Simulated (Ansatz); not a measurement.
Reflectivity of Mg (P6_3/mmc) at normal incidence (Ansatz, LDA, independent particles, without spin-orbit coupling, line width 0.1 eV (Gaussian), carrier damping 0.1 eV):

```tsv
E (eV)	R (%)
1.00	93.2
1.25	93.7
1.50	94.0
1.75	94.2
2.00	94.3
2.25	94.3
2.50	94.4
2.75	94.6
3.00	94.7
3.25	94.7
3.50	94.6
3.75	94.6
4.00	94.7
4.25	94.8
4.50	94.8
4.75	94.7
5.00	94.6
```

What colour would a polished face show in daylight?

Near white: CIE x = 0.313, y = 0.329, luminous reflectivity 95 % under D65, from the mean over the axes.

[Logs are printed without paths, hosts, clocks, repeated set-up lines and the standing remarks that a program may print on its own settings, such as how far it seeks lower states.]
